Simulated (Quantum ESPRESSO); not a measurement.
# La2InNi2: parallel and opposed starts, part 2 of 2

Wanted: the moments of La2InNi2 and the energy of each order that was tried.

Quantum ESPRESSO 7.5; PBEsol; plane waves with GBRV 1.5 PBEsol potentials, no spin-orbit coupling.

So far: The structure; Run 1, typed as ferro ++++.

**3. Run 2, typed as antiferro ++−−**

pw.in reads:

```
&CONTROL
  calculation = 'scf'
  prefix = 'pwscf'
  outdir = './tmp'
  pseudo_dir = './pseudo'
  disk_io = 'nowf'
/
&SYSTEM
  ibrav = 0
  nat = 10
  ntyp = 4
  ecutwfc = 40
  ecutrho = 280
  nbnd = 88
  occupations = 'smearing'
  smearing = 'fd'
  degauss = 0.00734986
  nspin = 2
  starting_magnetization(1) = 0
  starting_magnetization(2) = 0
  starting_magnetization(3) = 0.0556
  starting_magnetization(4) = -0.0556
/
&ELECTRONS
  conv_thr = 2d-08
  electron_maxstep = 150
  mixing_beta = 0.3
/
ATOMIC_SPECIES
La    138.9055 la_pbesol_v1.uspp.F.UPF
In    114.8180 in_pbesol_v1.4.uspp.F.UPF
Ni1    58.6934 ni_pbesol_v1.4.uspp.F.UPF
Ni2    58.6934 ni_pbesol_v1.4.uspp.F.UPF
CELL_PARAMETERS angstrom
   7.5861971600    0.0000000000    0.0000000000
   0.0000000000    7.5861971600    0.0000000000
   0.0000000000    0.0000000000    3.8511463700
ATOMIC_POSITIONS crystal
La      0.1754168200    0.6754168200    0.5000000000
La      0.8245831800    0.3245831800    0.5000000000
La      0.3245831800    0.1754168200    0.5000000000
La      0.6754168200    0.8245831800    0.5000000000
In      0.5000000000    0.5000000000    0.0000000000
In      0.0000000000    0.0000000000    0.0000000000
Ni1     0.6199806900    0.1199806900    0.0000000000
Ni1     0.3800193100    0.8800193100    0.0000000000
Ni2     0.8800193100    0.6199806900    0.0000000000
Ni2     0.1199806900    0.3800193100    0.0000000000
K_POINTS automatic
4 4 8 0 0 0
```

Command:

```sh
OMP_NUM_THREADS=1 mpirun -n 4 pw.x -nk 4 -in pw.in > pw.out
```

Output:

```text
[banner, memory and clock lines left out]
Program PWSCF v.7.5 starts

     Message from routine setup:
     using ibrav=0 with symmetry is DISCOURAGED, use correct ibrav instead

     bravais-lattice index     =            0
     lattice parameter (alat)  =      14.3358  a.u.
     unit-cell volume          =    1495.6669 (a.u.)^3
     number of atoms/cell      =           10
     number of atomic types    =            4
     number of electrons       =       142.00
     number of Kohn-Sham states=           88
     kinetic-energy cutoff     =      40.0000  Ry
     charge density cutoff     =     280.0000  Ry
     scf convergence threshold =      2.0E-08
     mixing beta               =       0.3000
     number of iterations used =            8  plain     mixing
     Exchange-correlation= SLA  PW   PSX  PSC
                           (   1   4  10   8   0   0   0)

     celldm(1)=  14.335835  celldm(2)=   0.000000  celldm(3)=   0.000000
     celldm(4)=   0.000000  celldm(5)=   0.000000  celldm(6)=   0.000000

     crystal axes: (cart. coord. in units of alat)
               a(1) = (   1.000000   0.000000   0.000000 )
               a(2) = (   0.000000   1.000000   0.000000 )
               a(3) = (   0.000000   0.000000   0.507652 )

     reciprocal axes: (cart. coord. in units 2 pi/alat)
               b(1) = (  1.000000  0.000000  0.000000 )
               b(2) = (  0.000000  1.000000  0.000000 )
               b(3) = (  0.000000  0.000000  1.969854 )

     PseudoPot. # 1 for La read from file:
     la_pbesol_v1.uspp.F.UPF
     Pseudo is Ultrasoft + core correction, Zval = 11.0

     PseudoPot. # 2 for In read from file:
     in_pbesol_v1.4.uspp.F.UPF
     Pseudo is Ultrasoft + core correction, Zval = 13.0

     PseudoPot. # 3 for Ni read from file:
     ni_pbesol_v1.4.uspp.F.UPF
     Pseudo is Ultrasoft + core correction, Zval = 18.0

     PseudoPot. # 4 for Ni read from file:
     ni_pbesol_v1.4.uspp.F.UPF
     Pseudo is Ultrasoft + core correction, Zval = 18.0

     atomic species   valence    mass     pseudopotential
     La               11.00   138.90550     La( 1.00)
     In               13.00   114.81800     In( 1.00)
     Ni1              18.00    58.69340     Ni( 1.00)
     Ni2              18.00    58.69340     Ni( 1.00)

     Starting magnetic structure
     atomic species   magnetization
     La              0.000
     In              0.000
     Ni1             0.056
     Ni2            -0.056

      8 Sym. Ops., with inversion, found ( 4 have fractional translation)

   Cartesian axes

     site n.     atom                  positions (alat units)
         1        La     tau(   1) = (   0.1754168   0.6754168   0.2538259  )
         2        La     tau(   2) = (   0.8245832   0.3245832   0.2538259  )
         3        La     tau(   3) = (   0.3245832   0.1754168   0.2538259  )
         4        La     tau(   4) = (   0.6754168   0.8245832   0.2538259  )
         5        In     tau(   5) = (   0.5000000   0.5000000   0.0000000  )
         6        In     tau(   6) = (   0.0000000   0.0000000   0.0000000  )
         7        Ni1    tau(   7) = (   0.6199807   0.1199807   0.0000000  )
         8        Ni1    tau(   8) = (   0.3800193   0.8800193   0.0000000  )
         9        Ni2    tau(   9) = (   0.8800193   0.6199807   0.0000000  )
        10        Ni2    tau(  10) = (   0.1199807   0.3800193   0.0000000  )

     number of k points=    35  Fermi-Dirac smearing, width (Ry)=  0.0073
                       cart. coord. in units 2pi/alat
        k(    1) = (   0.0000000   0.0000000   0.0000000), wk =   0.0078125
        k(    2) = (   0.0000000   0.0000000   0.2462318), wk =   0.0156250
        k(    3) = (   0.0000000   0.0000000   0.4924636), wk =   0.0156250
        k(    4) = (   0.0000000   0.0000000   0.7386954), wk =   0.0156250
        k(    5) = (   0.0000000   0.0000000  -0.9849271), wk =   0.0078125
        [... 30 further k-points ...]

     Dense  grid:   118415 G-vectors     FFT dimensions: (  80,  80,  40)

     Smooth grid:    51085 G-vectors     FFT dimensions: (  60,  60,  30)

     Check: negative core charge=   -0.000005
     Generating pointlists ...
     new r_m :   0.1588 (alat units)  2.2761 (a.u.) for type    1
     new r_m :   0.1644 (alat units)  2.3566 (a.u.) for type    2
     new r_m :   0.1400 (alat units)  2.0068 (a.u.) for type    3
     new r_m :   0.1400 (alat units)  2.0068 (a.u.) for type    4

     Initial potential from superposition of free atoms

     starting charge     130.8824, renormalised to     142.0000

     negative rho (up, down):  1.648E-01 1.648E-01
     Starting wfcs are  150 randomized atomic wfcs

     Self-consistent Calculation

     iteration #  1     ecut=    40.00 Ry     beta= 0.30
     Davidson diagonalization with overlap
     ethr =  1.00E-02,  avg # of iterations =  2.4

     total energy              =   -1956.25932733 Ry
     estimated scf accuracy    <     260.30460236 Ry

     total magnetization       =     0.00 Bohr mag/cell
     absolute magnetization    =     0.22 Bohr mag/cell

     iteration #  2     ecut=    40.00 Ry     beta= 0.30
     Davidson diagonalization with overlap
     ethr =  1.00E-02,  avg # of iterations =  6.0

     total energy              =   -2050.56769700 Ry
     estimated scf accuracy    <     123.66352906 Ry

     total magnetization       =     0.00 Bohr mag/cell
     absolute magnetization    =     0.29 Bohr mag/cell

     [... further iterations left out ...]

     iteration # 21     ecut=    40.00 Ry     beta= 0.30
     Davidson diagonalization with overlap
     ethr =  1.42E-10,  avg # of iterations =  1.9

     negative rho (up, down):  1.043E-01 1.043E-01

     total energy              =   -2047.78588943 Ry
     estimated scf accuracy    <       0.00000008 Ry

     total magnetization       =    -0.00 Bohr mag/cell
     absolute magnetization    =     0.00 Bohr mag/cell

     iteration # 22     ecut=    40.00 Ry     beta= 0.30
     Davidson diagonalization with overlap
     ethr =  5.34E-11,  avg # of iterations =  3.6

     negative rho (up, down):  1.043E-01 1.043E-01

     Magnetic moment per site  (integrated on atomic sphere of radius R)
     atom   1 (R=0.159)  charge=  7.9171  magn=  0.0000
     atom   2 (R=0.159)  charge=  7.9171  magn=  0.0000
     atom   3 (R=0.159)  charge=  7.9171  magn= -0.0000
     atom   4 (R=0.159)  charge=  7.9171  magn= -0.0000
     atom   5 (R=0.164)  charge= 11.4159  magn=  0.0000
     atom   6 (R=0.164)  charge= 11.4159  magn=  0.0000
     atom   7 (R=0.140)  charge= 16.8475  magn=  0.0002
     atom   8 (R=0.140)  charge= 16.8475  magn=  0.0002
     atom   9 (R=0.140)  charge= 16.8475  magn= -0.0002
     atom  10 (R=0.140)  charge= 16.8475  magn= -0.0002

     End of self-consistent calculation

     [... lines left out ...]
     the Fermi energy is    13.3019 ev

!    total energy              =   -2047.78588947 Ry
     estimated scf accuracy    <          8.7E-09 Ry
     smearing contrib. (-TS)   =      -0.01731210 Ry
     internal energy E=F+TS    =   -2047.76857737 Ry

     The total energy is F=E-TS. E is the sum of the following terms:
     one-electron contribution =   -1242.20542595 Ry
     hartree contribution      =     704.30471080 Ry
     xc contribution           =    -411.45089755 Ry
     ewald contribution        =   -1098.41696467 Ry

     total magnetization       =    -0.00 Bohr mag/cell
     absolute magnetization    =     0.00 Bohr mag/cell

     convergence has been achieved in  22 iterations
```

Run time: 5.8 min. Hardware: 4 MPI ranks of Intel Xeon 6975P-C (Granite Rapids), shared host; peak memory 2.2 GiB; 23 min of CPU time.

Spin moment in the atom's sphere by atom:

| atom | spin moment in the atom's sphere (μB) |
| --- | --- |
| La1 | 0.0000 |
| La2 | 0.0000 |
| La3 | 0.0000 |
| La4 | 0.0000 |
| In5 | 0.0000 |
| In6 | 0.0000 |
| Ni7 | 0.0002 |
| Ni8 | 0.0002 |
| Ni9 | -0.0002 |
| Ni10 | -0.0002 |

Numbers from this step:

| Property | Result |
| --- | --- |
| smearing term TS | 0.2355 eV |
| magnetization | 0 μB |
| absolute magnetization | 0 μB |
| final state | non-magnetic |

Valence density in the ab plane at fractional z = 0.000, with atoms of In and Ni within 0.2 Å of it. It is the smooth field of the valence electrons, not physical close to the nuclei.

Ten steps, logarithmic in the rise over the least value, from '_' (0 e/Å³) to '@' (36 e/Å³), each cell a mean:
```
**++::..____::====--..______________..==**
==--..____..==%%@@**::________________::==
....______..++@@@@##::________________....
__________..--**##++..____________________
____________..::::..______________________
__________________________________::--::..
..______________________________::++####--
..________________........______::##@@@@==
..______________..--====::..____::**@@%%==
..______________::++****==..____..--====::
....::::..____..--**##**==..______........
..++##**--..____::==**++--..______________
::##@@@@++..____..::--::..________________
::**@@%%==..________....__________________
..--++==::________________________________
__......________________......____________
______________________::==++--..__________
..__________________..==%%@@##::__________
--::..______________..==@@@@##--______..::
**==::______________..--**##++..____..--++
##**--..______......__..::::..______..==**
```
Columns run along a (7.6 Å), rows up along b (7.6 Å). Atoms in or near the plane, at fractional coordinates: In at (0.50, 0.50), In at (0.00, 0.00), Ni at (0.62, 0.12), Ni at (0.38, 0.88), Ni at (0.88, 0.62), Ni at (0.12, 0.38).

**4. Run 3 (antiferro +−+−)**

Changes to pw.in since step 3:

```diff
@@ -45,4 +45,4 @@
 Ni1     0.6199806900    0.1199806900    0.0000000000
-Ni1     0.3800193100    0.8800193100    0.0000000000
-Ni2     0.8800193100    0.6199806900    0.0000000000
+Ni2     0.3800193100    0.8800193100    0.0000000000
+Ni1     0.8800193100    0.6199806900    0.0000000000
 Ni2     0.1199806900    0.3800193100    0.0000000000
```

Output:

```text
     [... lines left out ...]
Program PWSCF v.7.5 starts
     [... lines left out ...]
     number of atoms/cell      =           10
     [... lines left out ...]
     number of electrons       =       142.00
     number of Kohn-Sham states=           88
     kinetic-energy cutoff     =      40.0000  Ry
     charge density cutoff     =     280.0000  Ry
     scf convergence threshold =      2.0E-08
     [... lines left out ...]
      4 Sym. Ops. (no inversion) found ( 2 have fractional translation)
     [... lines left out ...]
     number of k points=    45  Fermi-Dirac smearing, width (Ry)=  0.0073
     [... lines left out ...]
     iteration # 24     ecut=    40.00 Ry     beta= 0.30
     [... lines left out ...]
     Magnetic moment per site  (integrated on atomic sphere of radius R)
     atom   1 (R=0.159)  charge=  7.9171  magn=  0.0000
     atom   2 (R=0.159)  charge=  7.9171  magn= -0.0000
     atom   3 (R=0.159)  charge=  7.9171  magn=  0.0000
     atom   4 (R=0.159)  charge=  7.9171  magn= -0.0000
     atom   5 (R=0.164)  charge= 11.4159  magn= -0.0000
     atom   6 (R=0.164)  charge= 11.4159  magn= -0.0000
     atom   7 (R=0.140)  charge= 16.8475  magn=  0.0001
     atom   8 (R=0.140)  charge= 16.8475  magn= -0.0001
     atom   9 (R=0.140)  charge= 16.8475  magn=  0.0001
     atom  10 (R=0.140)  charge= 16.8475  magn= -0.0001
     [... lines left out ...]
     the Fermi energy is    13.3019 ev
!    total energy              =   -2047.78588948 Ry
     estimated scf accuracy    <       0.00000001 Ry
     smearing contrib. (-TS)   =      -0.01731226 Ry
     [... lines left out ...]
     total magnetization       =     0.00 Bohr mag/cell
     absolute magnetization    =     0.00 Bohr mag/cell
     convergence has been achieved in  24 iterations
```

Elapsed: 8.1 min, on 4 MPI ranks; peak memory 2.4 GiB.

Spin moment in the atom's sphere by atom:

| atom | spin moment in the atom's sphere (μB) |
| --- | --- |
| La1 | 0.0000 |
| La2 | 0.0000 |
| La3 | 0.0000 |
| La4 | 0.0000 |
| In5 | 0.0000 |
| In6 | 0.0000 |
| Ni7 | 0.0001 |
| Ni8 | -0.0001 |
| Ni9 | 0.0001 |
| Ni10 | -0.0001 |

This step gave:

- smearing term TS: 0.2355 eV
- magnetization: 0 μB
- absolute magnetization: 0 μB
- final state: non-magnetic

**5. The states side by side**

An order is kept where moments of 0.15 μB or more survive with the typed signs; meshes match where a doubled cell samples the same k points as the first cell.

Orders:

| start | final state | typed order kept | energy over the lowest (meV a seeded atom) | largest site moment (μB) | net moment (μB a cell of the first run) | mesh matched | CPU time (s) |
| --- | --- | --- | --- | --- | --- | --- | --- |
| ferro ++++ | non-magnetic | no | 0 | 0 | 0 | yes | 1234 |
| antiferro ++-- | non-magnetic | no | 0 | 0 | 0 | yes | 1395 |
| antiferro +-+- | non-magnetic | no | 0 | 0 | 0 | yes | 1935 |

**6. Summary of results**

```yaml
lowest_state_found: non-magnetic (from ferro ++++, antiferro ++-- and antiferro +-+-)
largest_site_moment: 0 μB
```

The lowest state carries no moment, and no start kept one. This is the lowest of 3 collinear or spinless starts, no proof of the ground state. Energies are free energies at an electronic temperature of 1160 K, which lowers moments and differences where the moments are itinerant.

[Logs and program files are shortened in this print: banners, set-up blocks, solver, clock and traceback lines can be left out without a mark of their own.]

[Logs are printed without paths, hosts, clocks, repeated set-up lines and the standing remarks that a program may print on its own settings, such as how far it seeks lower states.]

[Hosts, paths, dates, database ids (printed as entryN), source tags and the programs' standing remarks are cut or masked in the printed files.]

[Where a cell is said to come from a database of computed structures, the database is the Materials Project.]
